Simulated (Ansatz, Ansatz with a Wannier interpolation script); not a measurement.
**From a coarse GW mesh to bands everywhere: ThS2 (Pnma)**

G0W0 gives levels on a mesh alone; what do the bands of ThS2 (Pnma) look like between the points?

Main program and level: Ansatz 0.2.0; LDA, Wannier functions and G0W0, plane waves, PAW.

## 1. The starting structure

It takes space group Pnma (No. 62, orthorhombic). Conventional cell: a = 7.263 Å, b = 4.267 Å, c = 8.617 Å, α = 90.00°, β = 90.00°, γ = 90.00°. Nearest to Th lie 9 S at 2.74 to 3.13 Å. Nearest to S lie 4 Th at 2.74 to 2.95 Å. Nearest to S lie 5 Th at 3.01 to 3.13 Å. Farther neighbours and most contacts between anions are not listed.

The cell and positions come from the Crystallography Open Database and are kept as given unless a step says otherwise. Spin-orbit coupling is left out unless a step names it. The default PAW set here is soft_2. Its files were made with PBE.

## 2. LDA bands

The cheap functional maps the bands first; the places of the edges decide which points the dearer methods must see.

This step: DFT, LDA, plane waves, PAW.

File input.yaml:

```yaml
crystal:
  lattice:
    - [7.263, 0.0, 0.0]
    - [0.0, 4.267, 0.0]
    - [0.0, 0.0, 8.617]
  atoms:
    - { symbol: Th, position: [0.75, 0.75, 0.125] }
    - { symbol: Th, position: [0.25, 0.25, 0.875] }
    - { symbol: Th, position: [0.75, 0.25, 0.625] }
    - { symbol: Th, position: [0.25, 0.75, 0.375] }
    - { symbol: S, position: [0.15, 0.75, 0.068] }
    - { symbol: S, position: [0.85, 0.25, 0.932] }
    - { symbol: S, position: [0.35, 0.25, 0.568] }
    - { symbol: S, position: [0.65, 0.75, 0.432] }
    - { symbol: S, position: [0.535, 0.75, 0.82] }
    - { symbol: S, position: [0.465, 0.25, 0.18] }
    - { symbol: S, position: [0.965, 0.25, 0.32] }
    - { symbol: S, position: [0.035, 0.75, 0.68] }
kpoints:
  mp_grid: { grid: [2, 4, 2] }
  band_path:
    path:
      - [[0.0, 0.0, 0.0], [0.5, 0.0, 0.0], [0.5, 0.5, 0.0], [0.0, 0.5, 0.0], [0.0, 0.0, 0.0], [0.0, 0.0, 0.5], [0.5, 0.0, 0.5], [0.5, 0.5, 0.5], [0.0, 0.5, 0.5], [0.0, 0.0, 0.5]]
      - [[0.5, 0.0, 0.0], [0.5, 0.0, 0.5]]
      - [[0.0, 0.5, 0.0], [0.0, 0.5, 0.5]]
      - [[0.5, 0.5, 0.0], [0.5, 0.5, 0.5]]
    npoints: 10
hamiltonian:
  xc: lda
scf:
  occupations: { method: fermi_dirac, width: 0.02 }
  n_extra_bands: 142
output:
  eigenvalues: true
  fatbands: true
  write_density: true
  write_potential: true
  elf: true
  volumetric_format: npy
```

Started as:

```sh
ansatz run input.yaml --threads 16 --pin off --max-ram 27648MiB --backend cpu --events-out ev --progress --plain --runs-dir out
```

Numbers of over 12 decimals in the logs are rounded to 6 here.

The log of the run:

```text
Th: projections on atomic orbitals take those of the free atom [Xe 4f14 5d10] 5f0 6s2 6p6 6d2 7s2, of charge +0.00 (hamiltonian.pseudopotentials.projection_atoms); the dataset's partial waves leave at most 9.8e-5 of an orbital's norm unspanned inside its sphere
scf.n_extra_bands = 142 over 48 filled bands (N_el = 96.0): the run solves 190 bands
Engine: ansatz 0.2.0, aarch64-unknown-linux-gnu
Pseudopotentials: kind: paw
Pseudopotential: Th, paw, valence charge 12, recommended cutoff 420 eV (normal), Th.paw.azcp
Pseudopotential: S, paw, valence charge 6, recommended cutoff 420 eV (normal), S.paw.azcp
Functional definition: SPW92
  exchange = slater_x
  correlation = pw_c
Crystal: 12 atoms, lattice volume = 267.051 Å³
Basis set: ecut = 420 eV, 5207 PW (Γ)
Bands: 190, of which v1, the nominal top of the filled ones, is band 48 counted from 1 (47 counted from 0)
Symmetry: 8 space group operations
Space group: Pnma (ITA 62), of the structure as read, at distance tolerance 6.4e-5 Å
k-points: 12 of 16
Non-local potential: Th, projectors of the file, l = 0: 3, l = 1: 2, l = 2: 2, l = 3: 3
Non-local potential: S, projectors of the file, l = 0: 2, l = 1: 2, l = 2: 2
PAW form: soft (Blöchl's): semilocal exchange-correlation on the pseudo side does not see the compensation charge
PAW frozen core: Th, regenerated for the run's functional, and the local potential with it (the file was generated under x = pbe(κ = 0.804, μ = 0.219515), c = pbe(β = 0.066725))
PAW frozen core: S, regenerated for the run's functional, and the local potential with it (the file was generated under x = pbe(κ = 0.804, μ = 0.219515), c = pbe(β = 0.066725))
PAW one-centre angular grid: Th, 590 points (default); XC on 64 Gauss nodes
PAW one-centre angular grid: S, 110 points (default); XC on 64 Gauss nodes
Initial density: superposition of atomic densities (neutral atoms: chi_scale 0, normalization atom), corrected by the library's trained network
Initial wavefunctions: pseudopotential atomic-orbital guess
Functional: x = slater, c = lda
SCF iter   1: F=—  HF=-58470.324063 eV  |F-HF|=—  |Δ(HF+E_count)|=         —  Δρ=7.89e-3  dr2=1.08e-1  ethr=1.77e-3  ⟨swp⟩=5.6  Hψ=10675  notcnv=0  defer=902
preconditioner: auto → Resta (q_TF=auto, 2.301 Å⁻¹)  ε∞=2.0  [insulator: Δε(μ)=0.476 eV  Ē_g=20.971 eV  σ=0.020 eV  W_gap=1.00  n_scr=60 (ndim 8)  ℏωp=21.3 eV  f_vac=0.000  D(μ)=0.00/eV (n_scr^D=0)  ε∞_Penn≈2.0]
SCF iter   2: F=—  HF=-58470.315621 eV  |F-HF|=—  |Δ(HF+E_count)|=   8.44e-3  Δρ=4.18e-3  dr2=3.22e-2  ethr=1.13e-4  ⟨swp⟩=2.0  Hψ=2695  notcnv=0  defer=1635
SCF iter   3: F=—  HF=-58470.313861 eV  |F-HF|=—  |Δ(HF+E_count)|=   1.76e-3  Δρ=3.61e-4  dr2=5.05e-4  ethr=3.35e-5  ⟨swp⟩=2.6  Hψ=1102  notcnv=0  defer=1636
SCF iter   4: F=—  HF=-58470.313754 eV  |F-HF|=—  |Δ(HF+E_count)|=   1.07e-4  Δρ=1.14e-4  dr2=2.82e-5  ethr=5.26e-7  ⟨swp⟩=2.0  Hψ=1144  notcnv=0  defer=1636
SCF iter   5: F=—  HF=-58470.313519 eV  |F-HF|=—  |Δ(HF+E_count)|=   2.35e-4  Δρ=2.54e-5  dr2=3.17e-6  ethr=2.94e-8  ⟨swp⟩=2.2  Hψ=1358  notcnv=0  defer=1636
SCF iter   6: F=—  HF=-58470.313518 eV  |F-HF|=—  |Δ(HF+E_count)|=   7.80e-7  Δρ=7.12e-6  dr2=1.34e-7  ethr=3.30e-9  ⟨swp⟩=2.2  Hψ=1091  notcnv=0  defer=1636
SCF iter   7: F=-58470.313518 eV  HF=-58470.313518 eV  |F-HF|=4.72e-9  |Δ(HF+E_count)|=   1.63e-8  Δρ=1.85e-6  dr2=1.09e-8  ethr=1.04e-10  ⟨swp⟩=10.6  Hψ=15700  notcnv=0
SCF 1 converged in 7 iterations: F = -58470.313518 eV  dr2 = 1.09e-8
[...]
NSCF: frozen V_eff on 124 k-points
SCF converged after 7 iterations
Free energy (F): -58470.313518 eV
Harris-Foulkes:  -58470.313518 eV  (|F-HF|=4.72e-9)
Internal energy: -58470.313518 eV  (E = F + TS)
E sigma→0 (E₀):  -58470.313518 eV
Entropy (-TS):   -0.000000 eV (-0.000 meV/atom)
Fermi energy:    11.193135 eV
--- Per-component energies (eV) ---
  E_band       = 5.587642
  E_kinetic    = 1767.589404
  E_local      = -2064.257633  (includes V_loc(G=0)·N_el)
  E_nonlocal   = 881.576891
  E_hartree    = 544.093522
  E_xc         = -2322.095453
  E_vxc        = -1426.148235  (∫ρ·V_xc dr)
  E_paw        = -51311.971352  (= ΣΔE_a)
  E_vpaw       = -241.360687  (= ΣTr[D̂ρ^β])
  E_aug_tail   = 0.000008  (compensation charges beyond the density's cutoff)
  E_ewald      = -5967.438001
  E_core_change = 2.189096  (= ΣΔE_core)
  E_smearing   = -0.000000  (= −TS)
  E_closure    = 0.000000  (closes the sum)
  Σ components = -58470.313518   (vs F -58470.313518, Δ=0.00e0)
--- Band table (eV; the first three rows and the last of 12) ---
  k-point 0: bands = [... 44 lower, 9.7849, 10.7034, 10.8609, 10.9353, 11.4505, 12.3619, 12.6618, 12.6872, ... 138 higher]
  k-point 1: bands = [... 44 lower, 10.0855, 10.0855, 10.5197, 10.5197, 11.9925, 11.9925, 12.5387, 12.5387, ... 138 higher]
  k-point 2: bands = [... 44 lower, 9.6973, 9.8373, 9.9541, 10.1883, 12.1284, 12.7919, 12.8841, 12.9844, ... 138 higher]
  k-point 11: bands = [... 44 lower, 10.0158, 10.0158, 10.0158, 10.0158, 12.9683, 12.9683, 12.9683, 12.9683, ... 138 higher]
```

Run time: 51 s. Hardware: 16 threads of Arm Neoverse V1, shared host; peak memory 5.5 GiB.

In the SCF lines HF is the Harris–Foulkes energy and dr2 the Hartree energy of the density residual, in eV; the loop may stop once dr2 is under the threshold and the program's other checks hold. Hψ counts applications of the Hamiltonian.

Numbers from this step:

| Item | Value |
| --- | --- |
| filled bands | 48 |
| gap | 0.5152 eV |
| valence top at | Γ |
| conduction bottom at | Γ |
| least direct gap | 0.5152 eV |

The gap is direct, at Γ.

The electronic bands at the labelled points (eV, zero at the top of the highest nominally filled band):

| point | band 45 | band 46 | band 47 | band 48 | band 49 | band 50 | band 51 | band 52 |
| --- | --- | --- | --- | --- | --- | --- | --- | --- |
| Γ | -1.15 | -0.23 | -0.07 | 0.00 | 0.52 | 1.43 | 1.73 | 1.75 |
| halfway | -0.89 | -0.65 | -0.62 | -0.17 | 0.84 | 1.40 | 1.72 | 1.86 |
| X | -1.25 | -1.25 | -0.54 | -0.54 | 1.39 | 1.39 | 1.77 | 1.77 |
| halfway | -1.02 | -1.02 | -0.31 | -0.31 | 1.74 | 1.74 | 2.12 | 2.12 |
| S | -0.91 | -0.91 | -0.91 | -0.91 | 2.13 | 2.13 | 2.13 | 2.13 |
| halfway | -1.34 | -1.34 | -0.73 | -0.73 | 1.99 | 1.99 | 2.14 | 2.14 |
| Y | -1.32 | -1.32 | -0.60 | -0.60 | 1.86 | 1.86 | 2.11 | 2.11 |
| halfway | -1.24 | -1.10 | -0.98 | -0.75 | 1.19 | 1.86 | 1.95 | 2.05 |
| Γ | -1.15 | -0.23 | -0.07 | 0.00 | 0.52 | 1.43 | 1.73 | 1.75 |
| halfway | -0.95 | -0.42 | -0.41 | -0.15 | 0.71 | 1.28 | 1.65 | 1.70 |
| Z | -0.85 | -0.85 | -0.42 | -0.42 | 1.06 | 1.06 | 1.60 | 1.60 |
| halfway | -1.10 | -1.10 | -0.50 | -0.50 | 1.29 | 1.29 | 1.69 | 1.69 |
| U | -0.98 | -0.98 | -0.75 | -0.75 | 1.64 | 1.64 | 1.75 | 1.75 |
| halfway | -0.80 | -0.80 | -0.61 | -0.61 | 1.75 | 1.75 | 1.97 | 1.97 |
| R | -0.92 | -0.92 | -0.92 | -0.92 | 2.03 | 2.03 | 2.03 | 2.03 |
| halfway | -0.99 | -0.99 | -0.92 | -0.92 | 1.96 | 1.96 | 2.14 | 2.14 |
| T | -1.17 | -1.17 | -0.94 | -0.94 | 2.01 | 2.01 | 2.06 | 2.06 |
| halfway | -1.07 | -1.07 | -0.65 | -0.65 | 1.61 | 1.61 | 1.94 | 1.94 |
| Z | -0.85 | -0.85 | -0.42 | -0.42 | 1.06 | 1.06 | 1.60 | 1.60 |
| jump to X | -1.25 | -1.25 | -0.54 | -0.54 | 1.39 | 1.39 | 1.77 | 1.77 |
| halfway | -1.14 | -1.14 | -0.61 | -0.61 | 1.48 | 1.48 | 1.80 | 1.80 |
| U | -0.98 | -0.98 | -0.75 | -0.75 | 1.64 | 1.64 | 1.75 | 1.75 |
| jump to Y | -1.32 | -1.32 | -0.60 | -0.60 | 1.86 | 1.86 | 2.11 | 2.11 |
| halfway | -1.44 | -1.44 | -0.74 | -0.74 | 1.91 | 1.91 | 2.16 | 2.16 |
| T | -1.17 | -1.17 | -0.94 | -0.94 | 2.01 | 2.01 | 2.06 | 2.06 |
| jump to S | -0.91 | -0.91 | -0.91 | -0.91 | 2.13 | 2.13 | 2.13 | 2.13 |

Valence density in the ac plane at fractional y = 0.250, with atoms of Th and S within 0.2 Å of it. It is the smooth field of the valence electrons, not physical close to the nuclei.

Ten even steps from '_' (0.0 e/Å³) to '@' (1.5 e/Å³), each cell a mean:
```
....::++%%%%##--..__________::****==**==
::..==@@%%##@@**::__________::**==::**++
....++@@++==%%%%::__________::++##****==
....==@@%%**@@##::__________..--++++==::
____::**%%@@%%==..__________..::::::..__
______::--==--::__________::--==--::____
________..::::::..______::**%%@@%%==..__
________..--++++==::....==@@##**@@##::__
________::++##****==::..++@@++==%%%%::__
________::**==::**++::..==@@%%##@@**::__
________::++**==**==......++%%%%##--..__
________..--****==::..____..::::::....__
::..______..::::..______________....::::
++--..__________________________..--++**
**++::__________________________..++**++
++**::________........__________::++++..
**==::______..::==++==::..______..==****
==::________..==******++::______..::==++
..__________::++++::++**::________......
____________..++**++**++::______________
____________..--++**++--..______________
____________....::::::..______..::::..__
______..::::::....__________..--****==::
```
Columns run along a (7.3 Å), rows up along c (8.6 Å). Atoms in or near the plane, at fractional coordinates: Th at (0.25, 0.87), Th at (0.75, 0.62), S at (0.85, 0.93), S at (0.35, 0.57), S at (0.47, 0.18), S at (0.97, 0.32).

Electrostatic potential energy in the ac plane at fractional y = 0.250, with atoms of Th and S within 0.2 Å of it. With pseudopotentials it is smooth inside the atoms' cores, unlike the true potential.

Ten even steps from '0' (-68 eV) to '9' (15 eV), each cell a mean:
```
99864357899999965557
98730015899999855557
98610003799999975558
98620004899999987789
99853247899999988999
99987778999998777899
99999889999985324689
99999877899862000489
99999755589861000379
99998556579873001589
99999645579986435789
99999866799998878899
99999999999999999999
78999999999999999976
57999999999999999755
56999999999999999756
57999999877999999755
79999997555799999987
99999996565699999999
99999997555799999999
99999999767899999999
99999999999999999999
99988789999999986679
```
Columns run along a (7.3 Å; values clipped at the 3rd and 97th percentile), rows up along c (8.6 Å). Atoms in or near the plane, at fractional coordinates: Th at (0.25, 0.87), Th at (0.75, 0.62), S at (0.85, 0.93), S at (0.35, 0.57), S at (0.47, 0.18), S at (0.97, 0.32).

## 3. Wannier functions (S:3p Th:5f) on 4×8×4

Localised functions give a small Hamiltonian that interpolates between mesh points at no cost.

This step: maximally localised Wannier functions, LDA, plane waves, PAW.

input.yaml, the sections that differ from step 2:

```yaml
kpoints:
  mp_grid: { grid: [2, 4, 2] }
scf:
  occupations: { method: fixed }
  n_extra_bands: 142
output:
  wannier:
    kmesh: [4, 8, 4]
    projections: [{ species: S, l: p, shell: 3 }, { species: Th, l: f, shell: 5 }]
    minimise: true
    write_hr: true
    seedname: w
    conv_tol: 1.0e-07
    max_iter: 4000
    disentanglement:
      window: [5.59, 16.65]
      frozen_window: [5.59, 13.65]
      conv_tol: 1.0e-08
# crystal, hamiltonian: as in step 2
```

The log of the run:

```text
[...]
Crystal: 12 atoms, lattice volume = 267.051 Å³
Basis set: ecut = 420 eV, 5207 PW (Γ)
Bands: 190, of which v1, the nominal top of the filled ones, is band 48 counted from 1 (47 counted from 0)
Symmetry: 8 space group operations
[...]
k-points: 12 of 16
[...]
SCF iter   1: F=—  HF=-58470.323983 eV  |F-HF|=—  |Δ(HF+E_count)|=         —  Δρ=7.90e-3  dr2=1.10e-1  ethr=1.77e-3  ⟨swp⟩=4.1  Hψ=7492  notcnv=0  defer=1637
[...]
SCF iter   7: F=-58470.313518 eV  HF=-58470.313518 eV  |F-HF|=9.70e-9  |Δ(HF+E_count)|=   1.25e-7  Δρ=3.87e-6  dr2=3.73e-8  ethr=1.04e-10  ⟨swp⟩=13.1  Hψ=18852  notcnv=0
SCF 1 converged in 7 iterations: F = -58470.313518 eV  dr2 = 3.73e-8
[...]
NSCF: frozen V_eff on 49 k-points
the Wannier pass solved 49 of the 128 points of its mesh, and has the states at the others by symmetry: states obtained by the crystal's operations at points that were solved too leave a residual of 8.37e-13 eV (read by the count's bands and the next), within 1.11e-5 eV
SCF converged after 7 iterations
Free energy (F): -58470.313518 eV
[...]
Internal energy: -58470.313518 eV  (E = F + TS)
E sigma→0 (E₀):  -58470.313518 eV
Fermi energy:    10.935292 eV
[...]
--- Band table (eV; the first three rows and the last of 12) ---
  k-point 0: bands = [... 44 lower, 9.7849, 10.7034, 10.8610, 10.9353, 11.4505, 12.3619, 12.6618, 12.6872, ... 138 higher]
  k-point 1: bands = [... 44 lower, 10.0856, 10.0856, 10.5197, 10.5197, 11.9925, 11.9925, 12.5387, 12.5387, ... 138 higher]
  k-point 2: bands = [... 44 lower, 9.6973, 9.8374, 9.9541, 10.1883, 12.1284, 12.7919, 12.8841, 12.9845, ... 138 higher]
  k-point 11: bands = [... 44 lower, 10.0158, 10.0158, 10.0158, 10.0158, 12.9683, 12.9683, 12.9683, 12.9683, ... 138 higher]
Wannier search: line search 1 of at most 4000: gauge-dependent spread (as the search counts it) 23.5919694 Å², largest recent change 2.1e1 Å² and fall left 1.2e-1 Å² against conv_tol 1.0e-7 Å², 0 stops escaped
```

Wall time 68 s (16 threads); peak memory 4.9 GiB.

w.win, one line in 2:

```text
! ansatz wannier90 interface
! states of the run's bands (counted from 1): 1-94
num_wann  = 52
conv_tol = 1e-7
dis_win_min = 5.59
dis_froz_min = 5.59
dis_num_iter = 10000
guiding_centres = true

Ang
                      0.0                    4.267                      0.0
end unit_cell_cart
begin atoms_frac
Th                      0.25                     0.25                    0.875
Th                      0.25                     0.75                    0.375
S                       0.85                     0.25                    0.932
S                       0.65                     0.75                    0.432
S                      0.465                     0.25                     0.18
S                      0.035                     0.75                     0.68
```

This step gave:

```
gauge-invariant spread     : 123.8 Å²
diagonal spread            : 0.1975 Å²
off-diagonal spread        : 20.88 Å²
total spread               : 144.9 Å²
least projectability       : 0.01871
localisation steps         : 84
disentanglement steps      : 267
r.m.s. interpolation error : 4.79e-4 eV
r.m.s. error near the gap  : 5.90e-4 eV
```

Near the gap the model misses directly solved bands by 0.6 meV r.m.s. and by 6 meV at most in the window tested. This tests the starting bands, not the corrections carried with them.

Wannier functions, by row, the first 40 of 52 rows:

| function | x (Å) | y (Å) | z (Å) | spread (Å²) | nearest atom | distance (Å) |
| --- | --- | --- | --- | --- | --- | --- |
| 1 | 1.225 | 2.896 | 0.526 | 2.801 | S5 | 0.338 |
| 2 | 0.794 | 3.2 | 0.722 | 2.67 | S5 | 0.325 |
| 3 | 1.225 | 3.504 | 0.526 | 2.801 | S5 | 0.338 |
| 4 | 6.038 | 0.763 | 8.091 | 2.801 | S6 | 0.338 |
| 5 | 6.469 | 1.067 | 7.895 | 2.67 | S6 | 0.325 |
| 6 | 6.038 | 1.371 | 8.091 | 2.801 | S6 | 0.338 |
| 7 | 2.406 | 1.371 | 4.835 | 2.801 | S7 | 0.338 |
| 8 | 2.838 | 1.067 | 5.03 | 2.67 | S7 | 0.325 |
| 9 | 2.406 | 0.763 | 4.835 | 2.801 | S7 | 0.338 |
| 10 | 4.857 | 2.896 | 3.782 | 2.801 | S8 | 0.338 |
| 11 | 4.425 | 3.2 | 3.587 | 2.67 | S8 | 0.325 |
| 12 | 4.857 | 3.504 | 3.782 | 2.801 | S8 | 0.338 |
| 13 | 4.06 | 3.2 | 7.308 | 2.496 | S9 | 0.298 |
| 14 | 3.785 | 3.305 | 7.004 | 2.689 | S9 | 0.158 |
| 15 | 3.785 | 3.095 | 7.004 | 2.689 | S9 | 0.158 |
| 16 | 3.203 | 1.067 | 1.309 | 2.496 | S10 | 0.298 |
| 17 | 3.478 | 1.172 | 1.613 | 2.689 | S10 | 0.158 |
| 18 | 3.478 | 0.962 | 1.613 | 2.689 | S10 | 0.158 |
| 19 | 6.834 | 1.067 | 2.999 | 2.496 | S11 | 0.298 |
| 20 | 7.109 | 1.172 | 2.695 | 2.689 | S11 | 0.158 |
| 21 | 7.109 | 0.962 | 2.695 | 2.689 | S11 | 0.158 |
| 22 | 0.429 | 3.2 | 5.618 | 2.496 | S12 | 0.298 |
| 23 | 0.154 | 3.095 | 5.922 | 2.689 | S12 | 0.158 |
| 24 | 0.154 | 3.305 | 5.922 | 2.689 | S12 | 0.158 |
| 25 | 5.655 | 2.76 | 0.988 | 3.756 | Th1 | 0.495 |
| 26 | 5.17 | 3.2 | 1.32 | 2.592 | Th1 | 0.369 |
| 27 | 5.154 | 3.419 | 1.129 | 2.393 | Th1 | 0.37 |
| 28 | 5.805 | 3.2 | 1.303 | 2.43 | Th1 | 0.423 |
| 29 | 5.681 | 3.2 | 0.825 | 2.751 | Th1 | 0.344 |
| 30 | 5.154 | 2.981 | 1.129 | 2.393 | Th1 | 0.37 |
| 31 | 5.655 | 3.64 | 0.988 | 3.756 | Th1 | 0.495 |
| 32 | 1.608 | 1.507 | 7.628 | 3.756 | Th2 | 0.495 |
| 33 | 2.093 | 1.067 | 7.297 | 2.592 | Th2 | 0.369 |
| 34 | 2.109 | 0.848 | 7.488 | 2.393 | Th2 | 0.37 |
| 35 | 1.458 | 1.067 | 7.314 | 2.43 | Th2 | 0.423 |
| 36 | 1.582 | 1.067 | 7.792 | 2.751 | Th2 | 0.344 |
| 37 | 2.109 | 1.286 | 7.488 | 2.393 | Th2 | 0.37 |
| 38 | 1.608 | 0.627 | 7.629 | 3.756 | Th2 | 0.495 |
| 39 | 5.239 | 0.627 | 5.297 | 3.756 | Th3 | 0.495 |
| 40 | 5.725 | 1.067 | 5.629 | 2.592 | Th3 | 0.369 |

Frozen up to 2.72 eV; above it the model need not follow the bands. The electronic bands at the labelled points (eV, zero at the valence-band top):

(Unchanged from step 2.)

The same for Kohn-Sham, solved directly:

| point | band 45 | band 46 | band 47 | band 48 | band 49 | band 50 | band 51 | band 52 |
| --- | --- | --- | --- | --- | --- | --- | --- | --- |
| Γ | -1.15 | -0.23 | -0.07 | 0.00 | 0.52 | 1.43 | 1.73 | 1.75 |
| X | -1.25 | -1.25 | -0.54 | -0.54 | 1.39 | 1.39 | 1.77 | 1.77 |
| S | -0.91 | -0.91 | -0.91 | -0.91 | 2.13 | 2.13 | 2.13 | 2.13 |
| Y | -1.32 | -1.32 | -0.60 | -0.60 | 1.86 | 1.86 | 2.11 | 2.11 |
| Γ | -1.15 | -0.23 | -0.07 | 0.00 | 0.52 | 1.43 | 1.73 | 1.75 |
| Z | -0.85 | -0.85 | -0.42 | -0.42 | 1.06 | 1.06 | 1.60 | 1.60 |
| U | -0.98 | -0.98 | -0.75 | -0.75 | 1.64 | 1.64 | 1.75 | 1.75 |
| R | -0.92 | -0.92 | -0.92 | -0.92 | 2.03 | 2.03 | 2.03 | 2.03 |
| T | -1.17 | -1.17 | -0.94 | -0.94 | 2.01 | 2.01 | 2.06 | 2.06 |
| Z | -0.85 | -0.85 | -0.42 | -0.42 | 1.06 | 1.06 | 1.60 | 1.60 |
| X | -1.25 | -1.25 | -0.54 | -0.54 | 1.39 | 1.39 | 1.77 | 1.77 |
| U | -0.98 | -0.98 | -0.75 | -0.75 | 1.64 | 1.64 | 1.75 | 1.75 |
| Y | -1.32 | -1.32 | -0.60 | -0.60 | 1.86 | 1.86 | 2.11 | 2.11 |
| T | -1.17 | -1.17 | -0.94 | -0.94 | 2.01 | 2.01 | 2.06 | 2.06 |

(Continued in part 2 of 2.)

[Paths, hosts, dates, memory and timing lines, banners, echoed tables and standing remarks are left out of the program output.]

[Logs are printed without paths, hosts, clocks, repeated set-up lines and the standing remarks that a program may print on its own settings, such as how far it seeks lower states.]

[Runs of the session that timed out or met a known fault of the program may be left out.]

[Hosts, paths, dates, database ids (printed as entryN), source tags and the programs' standing remarks are cut or masked in the printed files.]
